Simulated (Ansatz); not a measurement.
# CuBiSeO (P4/nmm): converging the G0W0 gap, part 2 of 2

Wanted: a G0W0 gap for CuBiSeO (P4/nmm) that is converged in bands and cutoff, or an estimate of the limit.

Ansatz 0.2.0; G0W0 on r2SCAN, plane waves, PAW; PAW set soft_1. Known limits of the many-body steps: not at the basis limit; model gap, bands may invert with spin-orbit coupling; d shell near the gap, gap tends to lie low; no spin-orbit coupling; coarse k mesh.

So far. Step 2 (144 empty bands, screening to 60 eV): The gap on the mesh goes from 0.59 eV to 0.93 eV, a correction of +0.35 eV. Between the two edge states, bare exchange in place of the xc potential would open the gap by 8.48 eV, and correlation takes back 8.13 eV. Step 3 (409 empty bands, screening to 120 eV): Against the run with 4×4×2 mesh, 144 empty bands, screening to 60 eV, PAW set soft_1 files, the gap moves by −0.32 eV.

In doubt: one-shot GW on d or f shells is unsure (steps 2, 3, 4, 5), so the values of those runs are not to be relied on.

### 4. 880 empty bands, screening to 200 eV

Input file input.yaml:

```yaml
crystal:
  lattice:
    - [3.9221, 0.0, 0.0]
    - [0.0, 3.9221, 0.0]
    - [0.0, 0.0, 8.9133]
  atoms:
    - { symbol: Cu, position: [0.0, 0.0, 0.5] }
    - { symbol: Cu, position: [0.5, 0.5, 0.5] }
    - { symbol: Bi, position: [0.0, 0.5, 0.8600640328] }
    - { symbol: Bi, position: [0.5, 0.0, 0.1399359672] }
    - { symbol: Se, position: [0.5, 0.0, 0.6731283907] }
    - { symbol: Se, position: [0.0, 0.5, 0.3268716093] }
    - { symbol: O, position: [0.5, 0.5, 0.0] }
    - { symbol: O, position: [0.0, 0.0, 0.0] }
kpoints:
  mp_grid: { grid: [4, 4, 2] }
hamiltonian:
  xc: r2scan
  pseudopotentials: { kind: paw, azcp: { folder: soft_1 } }
scf:
  occupations: { method: fixed }
gw:
  n_empty_bands: 880
  ecut_chi: 200.0
  qp_bands: [v2, c2]
  qp_kpoints: band_edges
  screening: { model: contour_deformation }
```

Started as:

```console
$ ansatz run input.yaml --threads 24 --pin off --max-ram 82944MiB --backend cuda --events-out ev --progress --plain --runs-dir out --devices 1 --max-vram 78GiB
```

Numbers of over 12 decimals in the logs are rounded to 6 here.

What it wrote:

```text
GPUs: using 1 of 1 available (devices: 1).
[...]
Crystal: 8 atoms, lattice volume = 137.112 Å³
Basis set: ecut = 500 eV, 3465 PW (Γ), exchange–correlation on 120×120×288 points (64 copies of the dense FFT grid, shifted against one another)
Bands: 68, of which v1, the nominal top of the filled ones, is band 56 counted from 1 (55 counted from 0)
Symmetry: 16 space group operations
[...]
k-points: 12 of 32
[...]
1    57     12.7858    -9.6906    -3.9592   -13.5600  0.7751    12.6965    12.6961  root
     1    58     12.9063   -15.8924    -2.5739   -18.5212  0.7534    12.9613    12.9612  root
[...]
10    55     11.0444   -43.6149     7.9920   -35.7419  0.6303    11.1623    11.1633  root
    10    56     11.0444   -43.6149     7.9920   -35.7419  0.6303    11.1623    11.1633  root
    10    57     13.1656   -14.7349    -2.7662   -17.5710  0.7553    13.2358    13.2356  root
    10    58     13.1656   -14.7349    -2.7662   -17.5710  0.7553    13.2358    13.2356  root
[key lines of the parts left out:]
SCF converged after 12 iterations
```

The job ended after 25 s (1 × NVIDIA GB200 (shared by 2 runs) with 24 threads of Arm Neoverse V2, shared host; peak memory 3.9 GiB; 69 s of CPU time).

This step gave:

```
bands summed                                 : 936
RPA ε∞ on this mesh (eigenvalues)            : 11.35, 19.82, 19.82
plane waves in the screening matrix          : 905
G0W0 gap on the mesh                         : 0.5607 eV
k of the valence top                         : 0, 0.25, -0.5
k of the conduction bottom                   : 0, 0, -0.5
starting gap on the mesh                     : 0.5878 eV
least direct G0W0 gap on the computed points : 0.5847 eV
```

Against the run with 4×4×2 mesh, 409 empty bands, screening to 120 eV, PAW set soft_1 files, the gap moves by −0.06 eV.

### 5. Changing the frequency model: 4×4×2 mesh, 409 empty bands, screening to 120 eV, plasmon pole, PAW set soft_1 files

A plasmon pole stands in for the full frequency dependence of the screening; this run shows what that costs in accuracy. Bands and cutoff differ from the step before, so it is read against an earlier run that matches them.

Edit input.yaml of step 4 so:

```diff
@@ -22,6 +22,6 @@
 gw:
-  n_empty_bands: 880
-  ecut_chi: 200.0
+  n_empty_bands: 409
+  ecut_chi: 120
   qp_bands: [v2, c2]
   qp_kpoints: band_edges
-  screening: { model: contour_deformation }
+  screening: { model: godby_needs }
```

What it wrote:

```text
GPUs: using 1 of 1 available (devices: 1).
[...]
Crystal: 8 atoms, lattice volume = 137.112 Å³
Basis set: ecut = 500 eV, 3465 PW (Γ), exchange–correlation on 120×120×288 points (64 copies of the dense FFT grid, shifted against one another)
Bands: 68, of which v1, the nominal top of the filled ones, is band 56 counted from 1 (55 counted from 0)
Symmetry: 16 space group operations
[...]
k-points: 12 of 32
[...]
1    57     12.7858    -9.6906    -3.8364   -13.5600  0.8271    12.8188    12.8188  root
     1    58     12.9063   -15.8924    -2.4456   -18.5212  0.8109    13.0897    13.0895  root
[...]
10    55     11.0444   -43.6149     8.0614   -35.7419  0.7340    11.2321    11.2327  root
    10    56     11.0444   -43.6149     8.0614   -35.7419  0.7340    11.2321    11.2327  root
    10    57     13.1656   -14.7349    -2.6827   -17.5710  0.8122    13.3192    13.3191  root
    10    58     13.1656   -14.7349    -2.6827   -17.5710  0.8122    13.3192    13.3191  root
[key lines of the parts left out:]
SCF converged after 12 iterations
```

The job ended after 5.9 s (1 × NVIDIA GB200 (shared by 2 runs) with 24 threads; peak memory 2.4 GiB; 39 s of CPU time).

This step gave:

| Item | Value |
| --- | --- |
| bands summed | 465 |
| plasmon-pole fit frequency | 33.56 eV |
| RPA ε∞ on this mesh (eigenvalues) | 11.39, 19.86, 19.86 |
| plane waves in the screening matrix | 419 |
| G0W0 gap on the mesh | 0.5458 eV |
| k of the valence top | 0, 0.25, -0.5 |
| k of the conduction bottom | 0, 0, -0.5 |
| starting gap on the mesh | 0.5878 eV |
| least direct G0W0 gap on the computed points | 0.5724 eV |

Against the run with 4×4×2 mesh, 409 empty bands, screening to 120 eV, PAW set soft_1 files, the gap moves by −0.07 eV.

### 6. Convergence and cost

Times are wall times on 1 × NVIDIA GB200 (shared by 2 runs) with 24 threads of Arm Neoverse V2, shared host, good to a factor of about two.

```csv
mesh,files,frequency,bands summed,cutoff (eV),start (eV),G0W0 (eV),time,host memory (GiB)
4×4×2,PAW set soft_1,contour deformation,200,60,0.588,0.933,4.1 s,1.7
4×4×2,PAW set soft_1,contour deformation,465,120,0.588,0.618,12 s,2.4
4×4×2,PAW set soft_1,contour deformation,936,200,0.588,0.561,25 s,3.9
4×4×2,PAW set soft_1,plasmon pole,465,120,0.588,0.546,5.9 s,2.4
```

The parts of the quasiparticle energy at the two band edges (eV; QP = start + Σx + Σc − Vxc):

```csv
run,edge,start,Σx,Σc,Vxc,Z,QP
200 bands,valence top,12.20,-31.78,4.62,-27.17,0.70,12.20
200 bands,conduction bottom,12.79,-9.69,-3.52,-13.56,0.78,13.14
465 bands,valence top,12.20,-31.78,4.63,-27.17,0.70,12.22
465 bands,conduction bottom,12.79,-9.69,-3.82,-13.56,0.78,12.83
936 bands,valence top,12.20,-31.78,4.55,-27.17,0.70,12.14
936 bands,conduction bottom,12.79,-9.69,-3.96,-13.56,0.78,12.70
```

### 7. Results

| Property | Result |
| --- | --- |
| 200 bands, 60 eV | 0.933 eV |
| 465 bands, 120 eV | 0.618 eV |
| 936 bands, 200 eV | 0.561 eV |
| estimated limit in bands and cutoff | 0.50 eV |
| mesh and start | 4×4×2, r2SCAN |

A line in one over the bands through the two highest rungs gives 0.50 eV, −0.06 eV from the top rung; the pair below gives 0.38 eV, so the series converges faster than that law. The rungs stand 0.43 eV (200 bands), 0.11 eV (465 bands) and 0.06 eV (936 bands) from it. From 200 to 936 bands the gap moves by −0.37 eV while the time grows 6.0-fold. Σc changes by −0.07 eV at the valence top and −0.44 eV at the conduction bottom, so the conduction edge carries most of the change. The plasmon-pole model gives −0.07 eV against contour deformation, 241 % of the correction. The cheapest rung within 0.1 eV of this estimate is that with 936 bands (25 s). The 4×4×2 mesh misses a band edge: over a band path and its finer mesh (run apart) the r2SCAN gap is 0.55 eV, so the G0W0 gap over the zone may lie about 0.04 eV below its value on the mesh. The 4×4×2 mesh is coarse for this cell (its supercell is 16 Å along the shortest edge). The RPA ε∞ on it, from the r2SCAN start, is 11.35 and 19.82; such meshes misread the long-range screening, most where the gap is narrow. Where an edge is built on 6p states of lead, bismuth or thallium, scalar-relativistic gaps usually stand too wide, by a few tenths to over one eV. With atoms this heavy and so narrow a gap, spin-orbit coupling can invert the bands. These scalar-relativistic gaps are then model values, not to be set against experiment, and a spin-orbit change taken from DFT can't simply be added. A d shell, filled or nearly so, lies near the gap. One-shot GW converges very slowly in bands there, not always from below, and on a semilocal start the gap tends to come out low; starts rich in exact exchange can overshoot instead.

[Paths, hosts, dates, memory and timing lines, banners, echoed tables and standing remarks are left out of the program output.]

[Logs are printed without paths, hosts, clocks, repeated set-up lines and the standing remarks that a program may print on its own settings, such as how far it seeks lower states.]

[Runs of the session that timed out or met a known fault of the program may be left out.]

[Cells called generated may have been cut or substituted from an entry of the Crystallography Open Database or the Materials Project.]

[Hosts, paths, dates, database ids (printed as entryN), source tags and the programs' standing remarks are cut or masked in the printed files.]
